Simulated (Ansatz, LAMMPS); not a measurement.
# Amorphous 88SiO2-12TiO2 (mol %) (96 atoms): relaxation and levels of theory

Which bonds does the relaxation leave, and how do the Kohn-Sham gap, forces and pressure change with k-mesh and functional?

Calculated with Ansatz 0.2.0: Kohn-Sham DFT, PBE, PAW (set soft_2), plane waves; cutoff 420 eV, Γ point, fermi-dirac smearing of 0.025 eV.

**The cell**

Density at the start: 2.34 g/cm³. The cell holds 96 atoms: 28 Si, 4 Ti and 64 O. Its edges and angles: a = 11.238 Å, b = 11.238 Å, c = 11.238 Å, α = 90.0°, β = 90.0°, γ = 90.0°. 96 atoms (28 Si, 4 Ti, 64 O) placed at random at 2.34 g/cm³, melted at 5000 K for 10 ps at fixed volume with the Morse and Coulomb pair potential with partial charges (Pedone, Malavasi, Menziani, Cormack and Segre, J. Phys. Chem. B 110, 11780 (2006)). Quenched from 5000 K to 300 K at 50 K/ps and fixed volume, held 5 ps, then minimised at fixed cell.

Cell and atoms were relaxed with PBE. The walk converged after 30 steps by the program's count, with a largest force component of 0.0193 eV/Å; it began at an r.m.s. force component of 0.86 eV/Å. The edges went from 11.238, 11.238, 11.238 to 11.352, 10.669, 11.124 Å, and the volume from 14.784 to 13.997 Å³ an atom (-5.3 %).

The input of the reference single point:

```yaml
crystal:
  lattice:
    - [11.34955, 0.06099, 0.20227]
    - [0.06099, 10.66369, -0.33471]
    - [0.20227, -0.33471, 11.11734]
  atoms:
    - { symbol: Si, position: [0.30321, 0.76823, 0.41995] }
    - { symbol: Si, position: [0.05736, 0.40818, 0.07383] }
    - { symbol: Si, position: [0.19212, 0.85175, 0.17952] }
    - { symbol: Si, position: [0.92841, 0.83005, 0.19434] }
    [... 90 atom lines left out ...]
    - { symbol: O, position: [0.69435, 0.1199, 0.76368] }
    - { symbol: O, position: [0.31814, 0.62398, 0.80717] }
kpoints:
  mp_grid: { grid: [1, 1, 1] }
hamiltonian:
  xc: pbe
scf:
  occupations: { method: fermi_dirac, width: 0.025 }
output:
  forces: true
  stress: true
  populations: true
  dos:
    method: { smearing: { sigma: 0.08 } }
    de: 0.05
    projected: { site_lists: { O: [O], Si: [Si], Ti: [Ti] } }
  eigenvalues: true
  write_density: true
  write_potential: true
  volumetric_format: npy
```

**Bonds after relaxation**

Bonds by pair of elements; cutoffs follow the first minimum of g(r), held within bounds set by covalent radii, and pairs that aren't listed don't count as bonded:

| pair A-B | cutoff (Å) | bonds | mean length (Å) | spread (Å) | shortest (Å) | B about A | A about B |
| --- | --- | --- | --- | --- | --- | --- | --- |
| O-Si | 2.16 | 113 | 1.64 | 0.042 | 1.59 | 1.77 | 4.04 |
| O-Ti | 2.64 | 17 | 1.87 | 0.147 | 1.78 | 0.266 | 4.25 |

How many atoms have how many bonded neighbours:

| element | mean | 2 | 3 | 4 | 5 |
| --- | --- | --- | --- | --- | --- |
| O | 2.03 | 62 | 2 | 0 | 0 |
| Si | 4.04 | 0 | 0 | 27 | 1 |
| Ti | 4.25 | 0 | 0 | 3 | 1 |

**Levels of theory**

Single points at the relaxed geometry:

| functional | k-mesh | Kohn-Sham gap (eV) | pressure (GPa) | r.m.s. force component (eV/Å) | SCF cycles | time |
| --- | --- | --- | --- | --- | --- | --- |
| PBE | 1×1×1 | 2.647 | 0.00 | 0.005 | 11 | 27 s |
| PBE | 2×2×2 | 2.646 | 0.00 | 0.005 | 11 | 3.8 min |
| HSE06 | 1×1×1 | 4.363 | -5.08 | 0.190 | 20 | 6 min |
| r2SCAN | 1×1×1 | 2.996 | -4.75 | 0.153 | 12 | 70 s |
| PBEsol | 1×1×1 | 2.654 | -2.81 | 0.068 | 12 | 29 s |

The gap is that between the highest filled and lowest empty Kohn-Sham level on the run's k-points. Cutoffs: 420 eV for PBE, HSE06 and PBEsol; 500 eV for r2SCAN. Times come from shared hosts and are rough.

**Findings**

By these cutoffs 97 % of O atoms have 2, 96 % of Si atoms have 4 and 75 % of Ti atoms have 4 neighbours. The Kohn-Sham gap is 2.65 eV with PBE on the 1×1×1 mesh and 2.65 eV on 2×2×2. On the 1×1×1 mesh HSE06 changes the gap by +1.72 eV against PBE. Carrying that shift over to the 2×2×2 mesh gives 2.65 + 1.72 = 4.36 eV, an estimate that takes the shift to be alike at all k-points. On the reference's mesh the gap changes with r2SCAN by +0.35 eV and PBEsol by +0.01 eV. Against the reference the pressure changes with HSE06 by -5.1 GPa, r2SCAN by -4.7 GPa and PBEsol by -2.8 GPa; a negative change means a smaller volume than PBE would take. The denser mesh moves the energy by -0.4 meV/atom and the pressure by +0.00 GPa.

Limits: All single points share the geometry relaxed with PBE. The volume changed by -5.3 % on relaxing; in so small a cell, on this mesh and at this cutoff, the relaxed density is rough. One sample; tail or defect levels can set the gap of a disordered cell. The quench rate of 50 K/ps is many orders above laboratory rates, so the cell is likely richer in defects and strain than a real sample. The network of bonds at the start is that of the classical potential that made the cell, and needn't be the one that DFT or experiment would give. In some runs the program notes that the exchange-correlation potential is rough where the density is thin, it cut back its work space to fit the memory limit, the exchange threshold is loose for the stress and the SCF threshold is loose for the stress.

[Logs are printed without paths, hosts, clocks, repeated set-up lines and the standing remarks that a program may print on its own settings, such as how far it seeks lower states.]

[Hosts, paths, dates, database ids (printed as entryN), source tags and the programs' standing remarks are cut or masked in the printed files.]
